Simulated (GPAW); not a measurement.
# The O K excitation threshold of SiO2 (Stishovite, P4_2/mnm) under uniform strain

For each volume the threshold was computed as E(hole) − E(ground) plus the lowest empty eigenvalue of the hole cell (GPAW, PBE, 12-atom cell, total energies on 4×4×4 k points, the eigenvalue on 6×6×6, hole spin-paired). The values are raw, 9 eV above the value with the free atom's term for the hole's spin taken off; only their change is used. The threshold is the spectrum's zero, where absorption may be weak, not the visible edge.

| volume | ln(V/V₀) | threshold (eV) |
| --- | --- | --- |
| V × 0.94 | -0.06188 | 543.816 |
| V × 0.97 | -0.03046 | ? |
| V × 1 | +0.00000 | 542.771 |
| V × 1.03 | +0.02956 | 542.273 |
| V × 1.06 | +0.05827 | 541.799 |

Q: Fit a straight line in ln(V/V₀), give its slope, and predict the threshold at V × 0.97.

The means of the given rows are x̄ = +0.00649 and Ē = 542.665 eV. Σ(x − x̄)(E − Ē) = -0.1333 and Σ(x − x̄)² = 0.00793, so the slope is -16.81 eV, and the line passes the given rows within 0.004 eV. At x = -0.03046 it gives 542.665 + (-16.81) × (-0.03695) = 543.286 eV. The run gives 543.285 eV, a miss of +0.001 eV over a total move of -2.017 eV. The slope is the clamped-ion volume deformation potential of the lowest empty level of the hole cell on this mesh (the hole may pull it below the band edge) against the O 1s level, with the hole's relaxation included: the threshold falls by 0.168 eV for 1 % of expansion. The charged cell's image error also scales with the cell's size and isn't taken out.

[Hosts, paths, dates, database ids (printed as entryN), source tags and the programs' standing remarks are cut or masked in the printed files.]

[Lists of maxima count a maximum above −3 eV only where it reaches 4 % of the highest in the window and stands out from its surroundings by 2 % of it (1.5 % where it reaches 55 %); shoulders and weaker maxima are passed over, and of the rest the first, up to two pre-edge ones and the few strongest are named.]
